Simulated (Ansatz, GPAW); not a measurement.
# Work function of a 3-layer slab of Pd(100) at several levels

How far do functional and basis move the work function of a 3-layer slab of Pd(100)?

Method: GPAW, PAW setups; slab in vacuum, in the first sound run; inputs show where later runs differ, in GPAW 26.7.0 and Ansatz 0.2.0.

## (1) The starting structure

The cell holds 3 atoms: 3 Pd. Cell: a = 2.751 Å, b = 2.751 Å, c = 17.890 Å, α = 90.0°, β = 90.0°, γ = 90.0°. Vacuum lies along c.

## (2) Relaxation

The atoms are relaxed first, since the surface dipole, and with it the work function, follows the positions of the outer layers. The lowest 1 atoms are held at bulk positions and keep their forces.

run.py

```python
import json
import numpy as np
from ase import Atoms
from ase.constraints import FixAtoms
from ase.optimize import BFGS
from gpaw import GPAW, PW

slab = Atoms(
    ['Pd', 'Pd', 'Pd'],
    positions=[
        [0.00000, 0.00000, 7.00000],
        [1.37532, 1.37532, 8.94500],
        [0.00000, 0.00000, 10.89000]],
    cell=[[2.75065, 0.0, 0.0], [0.0, 2.75065, 0.0], [0.0, 0.0, 17.89]],
    pbc=[True, True, False])

slab.calc = GPAW(mode=PW(400), xc='PBE', kpts={'size': (11, 11, 1), 'gamma': True},
                 occupations={'name': 'fermi-dirac', 'width': 0.1}, nbands='160%',
                 convergence={'density': 0.0001}, maxiter=200,
                 poissonsolver={'dipolelayer': 'xy'},
                 symmetry={'tolerance': 1e-3, 'extra_ids': [1, 0, 0]}, txt='slab.txt')
result = {}
slab.set_constraint(FixAtoms([0]))
path = []
opt = BFGS(slab, maxstep=0.2)
opt.attach(lambda: path.append((slab.get_potential_energy(), slab.positions.tolist(), slab.get_forces().tolist())))
result['relaxed'] = bool(opt.run(fmax=0.05, steps=30))
result['path'] = path
energy = slab.get_potential_energy()
fermi = slab.calc.get_fermi_level()
v = slab.calc.get_electrostatic_potential().mean((0, 1)) - fermi
n = slab.calc.get_pseudo_density().mean((0, 1))
L = slab.cell[2, 2]
z = np.arange(len(v)) * L / len(v)
low, high = slab.positions[:, 2].min(), slab.positions[:, 2].max()
below, above = np.interp([low - 4.8, high + 4.8], z, v)
slopes = [np.interp(x, z, np.gradient(v, z)) for x in (low - 4.8, high + 4.8)]
eps = np.array([[slab.calc.get_eigenvalues(k, s) for k in range(len(slab.calc.get_ibz_k_points()))]
                for s in range(slab.calc.get_number_of_spins())]) - fermi
top, bottom = eps[eps < 0].max(), eps[eps > 0].min()
dipole = slab.get_dipole_moment()[2]
print(f'energy {energy:.4f} eV, Fermi level {fermi:.4f} eV, dipole {dipole:.5f} e A')
print(f'potential 4.8 A off the faces, from the Fermi level: lower {below:.4f} eV, upper {above:.4f} eV')
print(f'slope of the potential there: lower {slopes[0]:.5f}, upper {slopes[1]:.5f} eV/A')
print(f'nearest levels on the mesh: {top:.4f} and {bottom:.4f} eV')
print('magnetic moment', round(slab.get_magnetic_moment(), 3))
result.update(energy=energy, fermi=fermi, dipole=dipole, below=below, above=above, slopes=slopes, edges=[top, bottom],
              z=z.tolist(), v=v.tolist(), n=n.tolist(), positions=slab.positions.tolist(),
              forces=slab.get_forces(apply_constraint=False).tolist(), moments=slab.get_magnetic_moments().tolist())
json.dump(result, open('result.json', 'w'))
```

The run is started by

```bash
$ OMP_NUM_THREADS=1 OPENBLAS_NUM_THREADS=1 python run.py
```

Output:

```text
Step          Energy          fmax
BFGS:    0      -10.173865        0.182271
BFGS:    1      -10.174324        0.170378
BFGS:    2      -10.177613        0.178605
BFGS:    3      -10.177997        0.144627
BFGS:    4      -10.178890        0.059813
BFGS:    5      -10.179603        0.052404
BFGS:    6      -10.180152        0.005509
energy -10.0799 eV, Fermi level -0.3116 eV, dipole 0.00006 e A
potential 4.8 A off the faces, from the Fermi level: lower 5.0864 eV, upper 5.0871 eV
slope of the potential there: lower -0.00039, upper 0.00043 eV/A
nearest levels on the mesh: -0.0184 and 0.0009 eV
magnetic moment 0.0
```

Wall time 8.2 min (1 thread of Arm Neoverse N1, shared host); peak memory 0.19 GiB.

Relaxation path:

```csv
step,energy less that of the first step (eV),largest force (eV/Å)
1,0.0000,0.1823
2,-0.0004,0.1704
3,-0.0036,0.1786
4,-0.0040,0.1446
5,-0.0049,0.0598
6,-0.0056,0.0524
7,-0.0061,0.0055
```

The atoms that moved most (Å):

```csv
atom,dx,dy,dz,length
Pd3,0.000,0.000,0.070,0.070
Pd2,0.000,0.000,0.036,0.036
```

Final coordinates:

```xyz
3
Lattice="2.7506 0.0000 0.0000 0.0000 2.7506 0.0000 0.0000 0.0000 17.8900" Properties=species:S:1:pos:R:3
Pd    0.0000    0.0000    7.0000
Pd    1.3753    1.3753    8.9808
Pd    0.0000    0.0000   10.9602
```

Numbers from this step:

- dipole along the normal: 6.30e-5 e·Å
- levels nearest the Fermi level on the mesh: -0.01841, 8.66e-4 eV from the Fermi level
- upper work function: 5.087 eV
- lower work function: 5.086 eV

Electrostatic potential energy of an electron (without an applied field's), less the Fermi level, planar mean against z:

z (Å), electrostatic potential energy of an electron (without an applied field's), less the Fermi level, planar mean (eV) and a bar from the least value:
```
        0        5.1 ##############################
        1        5.1 ##############################
        2        5.1 ##############################
        3        5.1 ##############################
        4        5.1 ##############################
        5        4.9 ##############################
        6        1.8 ##########################
        7      -19.1 
        8       -0.7 #######################
        9      -19.2 
       10       -0.8 #######################
       11      -19.0 
       12        2.1 ##########################
       13        4.9 ##############################
       14        5.1 ##############################
       15        5.1 ##############################
       16        5.1 ##############################
       17        5.1 ##############################
```

The pseudo valence density, planar mean oscillates, so the rows of the table below give means over windows of 1 Å about each position, cut where the curve ends. Its maxima inside the range that stand out by 2 % of the span (Å: e/Å³): 7.0: 2.39, 8.9: 2.40, 10.9: 2.27. Its minima: 8.1: 0.346, 10.0: 0.339.

Table of pseudo valence density, planar mean by z; means over each step:

z (Å), pseudo valence density, planar mean (e/Å³) and a bar:
```
        3       0.00 
        4       0.00 
        5       0.01 
        6       0.24 ####
        7       1.62 ##############################
        8       0.49 #########
        9       1.63 ##############################
       10       0.51 #########
       11       1.62 ##############################
       12       0.20 ####
       13       0.01 
       14       0.00 
       15       0.00
```

The relaxation lowered the energy of the cell by 0.00609 eV (energies extrapolated to zero smearing; the optimiser's log prints free energies). The largest force left on a free atom is 0.0055 eV/Å.

## (3) Plane waves, PBE

The work function is the vacuum plateau of the electrostatic potential less the Fermi level; a dipole layer lets the two faces have plateaus of their own.

Changes to run.py since step 2:

```diff
@@ -3,4 +3,2 @@
 from ase import Atoms
-from ase.constraints import FixAtoms
-from ase.optimize import BFGS
 from gpaw import GPAW, PW
@@ -11,4 +9,4 @@
         [0.00000, 0.00000, 7.00000],
-        [1.37532, 1.37532, 8.94500],
-        [0.00000, 0.00000, 10.89000]],
+        [1.37532, 1.37532, 8.98077],
+        [-0.00000, 0.00000, 10.96019]],
     cell=[[2.75065, 0.0, 0.0], [0.0, 2.75065, 0.0], [0.0, 0.0, 17.89]],
@@ -18,12 +16,6 @@
                  occupations={'name': 'fermi-dirac', 'width': 0.1}, nbands='160%',
-                 convergence={'density': 0.0001}, maxiter=200,
+                 convergence={'density': 1e-05}, maxiter=200,
                  poissonsolver={'dipolelayer': 'xy'},
-                 symmetry={'tolerance': 1e-3, 'extra_ids': [1, 0, 0]}, txt='slab.txt')
+                 symmetry={'tolerance': 1e-3}, txt='slab.txt')
 result = {}
-slab.set_constraint(FixAtoms([0]))
-path = []
-opt = BFGS(slab, maxstep=0.2)
-opt.attach(lambda: path.append((slab.get_potential_energy(), slab.positions.tolist(), slab.get_forces().tolist())))
-result['relaxed'] = bool(opt.run(fmax=0.05, steps=30))
-result['path'] = path
 energy = slab.get_potential_energy()
```

Output:

```text
energy -10.0799 eV, Fermi level -0.3118 eV, dipole -0.00000 e A
potential 4.8 A off the faces, from the Fermi level: lower 5.0867 eV, upper 5.0872 eV
slope of the potential there: lower -0.00037, upper 0.00041 eV/A
nearest levels on the mesh: -0.0184 and 0.0008 eV
magnetic moment 0.0
```

Run time: 87 s. Hardware: 1 thread; peak memory 0.18 GiB.

This step gave:

* dipole along the normal: -4.41e-6 e·Å
* levels nearest the Fermi level on the mesh: -0.01842, 8.48e-4 eV from the Fermi level
* lower work function: 5.087 eV

The electrostatic potential energy of an electron (without an applied field's), less the Fermi level, planar mean by z:

```csv
z (Å),"electrostatic potential energy of an electron (without an applied field's), less the Fermi level, planar mean (eV)"
0.0,5.09
0.5,5.09
1.0,5.09
1.5,5.09
2.0,5.09
2.5,5.09
3.0,5.09
3.5,5.08
4.0,5.07
4.5,5.03
5.0,4.87
5.5,4.26
6.0,1.79
6.5,-7.68
7.0,-19.1
7.5,-7.92
8.0,-0.738
8.5,-8.70
9.0,-19.2
9.5,-7.61
10.0,-0.751
10.5,-9.08
11.0,-19.0
11.5,-6.51
12.0,2.14
12.5,4.34
13.0,4.89
13.5,5.03
14.0,5.07
14.5,5.08
15.0,5.09
15.5,5.09
16.0,5.09
16.5,5.09
17.0,5.09
17.5,5.09
```

The pseudo valence density, planar mean oscillates, so the rows of the table below give means over windows of 1 Å about each position, cut where the curve ends. Its maxima inside the range that stand out by 2 % of the span (Å: e/Å³): 7.0: 2.39, 8.9: 2.40, 10.9: 2.27. Its minima: 8.1: 0.346, 10.0: 0.339.

Table of pseudo valence density, planar mean by z; means over each step:

z (Å), pseudo valence density, planar mean (e/Å³) and a bar:
```
        3       0.00 
        4       0.00 
        5       0.01 
        6       0.24 ####
        7       1.62 ##############################
        8       0.49 #########
        9       1.63 ##############################
       10       0.51 #########
       11       1.62 ##############################
       12       0.20 ####
       13       0.01 
       14       0.00 
       15       0.00
```

The potential is flat to 4.1e-4 eV/Å where it is read, so the vacuum is wide enough.

## (4) Self-consistent run: xc = "LDA"

The same geometry under LDA, to see how far the functional moves the levels against the vacuum.

Changes to run.py since step 3:

```diff
@@ -14,3 +14,3 @@
 
-slab.calc = GPAW(mode=PW(400), xc='PBE', kpts={'size': (11, 11, 1), 'gamma': True},
+slab.calc = GPAW(mode=PW(400), xc='LDA', kpts={'size': (11, 11, 1), 'gamma': True},
                  occupations={'name': 'fermi-dirac', 'width': 0.1}, nbands='160%',
```

Output:

```text
energy -13.4015 eV, Fermi level -0.6927 eV, dipole -0.00001 e A
potential 4.8 A off the faces, from the Fermi level: lower 5.4939 eV, upper 5.4946 eV
slope of the potential there: lower -0.00028, upper 0.00032 eV/A
nearest levels on the mesh: -0.0373 and 0.0025 eV
magnetic moment 0.0
```

Wall time 83 s (1 thread); peak memory 0.18 GiB.

Numbers from this step:

```yaml
dipole_along_the_normal: -1.24e-5 e·Å
levels_nearest_the_fermi_level_on_the_mesh: -0.03728, 0.002476 eV from the Fermi level
upper_work_function: 5.495 eV
lower_work_function: 5.494 eV
```

Electrostatic potential energy of an electron (without an applied field's), less the Fermi level, planar mean against z:

```csv
z (Å),"electrostatic potential energy of an electron (without an applied field's), less the Fermi level, planar mean (eV)"
0,5.49
1,5.49
2,5.49
3,5.49
4,5.48
5,5.29
6,2.18
7,-18.9
8,-0.328
9,-19.0
10,-0.341
11,-18.8
12,2.53
13,5.31
14,5.48
15,5.49
16,5.49
17,5.49
```

Table of pseudo valence density, planar mean by z:

z (Å), pseudo valence density, planar mean (e/Å³) and a bar:
```
     0.00       0.00 
     0.64       0.00 
     1.28       0.00 
     1.92       0.00 
     2.34       0.00 
     2.98       0.00 
     3.62       0.00 
     4.26       0.00 
     4.90       0.01 
     5.54       0.04 #
     6.18       0.26 ###
     6.60       1.06 ##############
     7.24       1.74 #######################
     7.88       0.36 #####
     8.52       0.86 ############
     9.16       2.01 ###########################
     9.80       0.37 #####
    10.44       0.71 ##########
    11.07       2.22 ##############################
    11.50       0.63 ########
    12.14       0.09 #
    12.78       0.01 
    13.42       0.00 
    14.06       0.00 
    14.70       0.00 
    15.33       0.00 
    15.76       0.00 
    16.40       0.00 
    17.04       0.00 
    17.68       0.00
```

Force by atom:

```csv
atom,x (eV/Å),y (eV/Å),z (eV/Å),size
Pd1,0.000,0.000,0.733,0.733
Pd2,0.000,0.000,-0.005,0.005
Pd3,0.000,0.000,-0.725,0.725
```

The upper face's work function is 5.495 eV, against 5.087 eV in the first plane-wave PBE run at this geometry.

## (5) Self-consistent run: xc = "RPBE"

The same geometry under RPBE, to see how far the functional moves the levels against the vacuum.

Changes to run.py since step 4:

```diff
@@ -14,3 +14,3 @@
 
-slab.calc = GPAW(mode=PW(400), xc='LDA', kpts={'size': (11, 11, 1), 'gamma': True},
+slab.calc = GPAW(mode=PW(400), xc='RPBE', kpts={'size': (11, 11, 1), 'gamma': True},
                  occupations={'name': 'fermi-dirac', 'width': 0.1}, nbands='160%',
```

Output:

```text
energy -8.4291 eV, Fermi level -0.1524 eV, dipole -0.00004 e A
potential 4.8 A off the faces, from the Fermi level: lower 4.8974 eV, upper 4.8987 eV
slope of the potential there: lower -0.00044, upper 0.00048 eV/A
nearest levels on the mesh: -0.0001 and 0.0057 eV
magnetic moment 0.0
```

Elapsed: 93 s, on 1 thread; peak memory 0.18 GiB.

This step gave:

* dipole along the normal: -3.93e-5 e·Å
* levels nearest the Fermi level on the mesh: -9.35e-5, 0.005713 eV from the Fermi level
* upper work function: 4.899 eV
* lower work function: 4.897 eV

Electrostatic potential energy of an electron (without an applied field's), less the Fermi level, planar mean against z:

```csv
z (Å),"electrostatic potential energy of an electron (without an applied field's), less the Fermi level, planar mean (eV)"
0.0,4.90
0.5,4.90
1.0,4.90
1.5,4.90
2.0,4.90
2.5,4.90
3.0,4.90
3.5,4.89
4.0,4.88
4.5,4.83
5.0,4.67
5.5,4.07
6.0,1.63
6.5,-7.78
7.0,-19.2
7.5,-8.02
8.0,-0.861
8.5,-8.80
9.0,-19.3
9.5,-7.71
10.0,-0.875
10.5,-9.18
11.0,-19.1
11.5,-6.62
12.0,1.98
12.5,4.15
13.0,4.70
13.5,4.84
14.0,4.88
14.5,4.89
15.0,4.90
15.5,4.90
16.0,4.90
16.5,4.90
17.0,4.90
17.5,4.90
```

The upper face's work function is 4.899 eV, against 5.087 eV in the first plane-wave PBE run at this geometry.

## (6) OptPBE vdW: xc = "optPBE-vdW"

The same geometry under optPBE-vdW, to see how far the functional moves the levels against the vacuum (the van der Waals functionals take revPBE setups).

Changes to run.py since step 5:

```diff
@@ -14,3 +14,3 @@
 
-slab.calc = GPAW(mode=PW(400), xc='RPBE', kpts={'size': (11, 11, 1), 'gamma': True},
+slab.calc = GPAW(mode=PW(400), xc='optPBE-vdW', kpts={'size': (11, 11, 1), 'gamma': True},
                  occupations={'name': 'fermi-dirac', 'width': 0.1}, nbands='160%',
```

Output:

```text
energy -53.5672 eV, Fermi level -0.4373 eV, dipole -0.00007 e A
potential 4.8 A off the faces, from the Fermi level: lower 5.2692 eV, upper 5.2714 eV
slope of the potential there: lower -0.00059, upper 0.00066 eV/A
nearest levels on the mesh: -0.0023 and 0.0042 eV
magnetic moment 0.0
```

It took 98 s on 1 thread; peak memory 0.27 GiB.

This step gave:

```
dipole along the normal                    : -7.43e-5 e·Å
levels nearest the Fermi level on the mesh : -0.002264, 0.004236 eV from the Fermi level
upper work function                        : 5.271 eV
lower work function                        : 5.269 eV
```

The upper face's work function is 5.271 eV, against 5.087 eV in the first plane-wave PBE run at this geometry.

## (7) Real-space grid: mode = "fd"

A real-space grid is a second complete basis, so it checks the plane-wave result.

Changes to run.py since step 6:

```diff
@@ -3,3 +3,3 @@
 from ase import Atoms
-from gpaw import GPAW, PW
+from gpaw import GPAW
 
@@ -14,3 +14,3 @@
 
-slab.calc = GPAW(mode=PW(400), xc='optPBE-vdW', kpts={'size': (11, 11, 1), 'gamma': True},
+slab.calc = GPAW(mode='fd', h=0.18, xc='PBE', kpts={'size': (11, 11, 1), 'gamma': True},
                  occupations={'name': 'fermi-dirac', 'width': 0.1}, nbands='160%',
```

Output:

```text
energy -10.2504 eV, Fermi level -5.0857 eV, dipole -0.00001 e A
potential 4.8 A off the faces, from the Fermi level: lower 5.0855 eV, upper 5.0857 eV
slope of the potential there: lower -0.00035, upper 0.00035 eV/A
nearest levels on the mesh: -0.0189 and 0.0006 eV
magnetic moment 0.0
```

The job ended after 12 min (1 thread; peak memory 0.69 GiB).

This step gave:

| Property | Result |
| --- | --- |
| dipole along the normal | -5.42e-6 e·Å |
| levels nearest the Fermi level on the mesh | -0.01894, 6.49e-4 eV from the Fermi level |
| upper work function | 5.086 eV |
| lower work function | 5.086 eV |

The upper face's work function is 5.086 eV, against 5.087 eV in the first plane-wave PBE run at this geometry.

## (8) Atomic orbitals: mode = "lcao"

Atom-centred orbitals end a few angstrom from the surface, which tests how much the density's tail matters.

Changes to run.py since step 7:

```diff
@@ -14,4 +14,4 @@
 
-slab.calc = GPAW(mode='fd', h=0.18, xc='PBE', kpts={'size': (11, 11, 1), 'gamma': True},
-                 occupations={'name': 'fermi-dirac', 'width': 0.1}, nbands='160%',
+slab.calc = GPAW(mode='lcao', basis='dzp', h=0.18, xc='PBE', kpts={'size': (11, 11, 1), 'gamma': True},
+                 occupations={'name': 'fermi-dirac', 'width': 0.1}, nbands='120%',
                  convergence={'density': 1e-05}, maxiter=200,
```

Output:

```text
energy -8.7042 eV, Fermi level -5.1089 eV, dipole -0.00000 e A
potential 4.8 A off the faces, from the Fermi level: lower 5.1082 eV, upper 5.1083 eV
slope of the potential there: lower -0.00117, upper 0.00116 eV/A
nearest levels on the mesh: -0.0052 and 0.0112 eV
magnetic moment 0.0
```

It took 34 min on 1 thread; peak memory 0.35 GiB.

This step gave:

* dipole along the normal: -2.18e-6 e·Å
* levels nearest the Fermi level on the mesh: -0.005217, 0.01122 eV from the Fermi level
* upper work function: 5.108 eV
* lower work function: 5.108 eV

The upper face's work function is 5.108 eV, against 5.087 eV in the first plane-wave PBE run at this geometry.

## (9) All levels side by side

Times are for 1 thread of Arm Neoverse N1, shared host. Results by setting:

```csv
no.,run,upper work function (eV),time,memory (GiB)
1,pw,5.087,87 s,0.18
2,LDA,5.495,83 s,0.18
3,RPBE,4.899,93 s,0.18
4,optPBE vdW,5.271,98 s,0.27
5,fd,5.086,12 min,0.69
6,lcao,5.108,34 min,0.35
```

(Part 1 of 2 ends here.)

[Logs are printed without paths, hosts, clocks, repeated set-up lines and the standing remarks that a program may print on its own settings, such as how far it seeks lower states.]

[Hosts, paths, dates, database ids (printed as entryN), source tags and the programs' standing remarks are cut or masked in the printed files.]
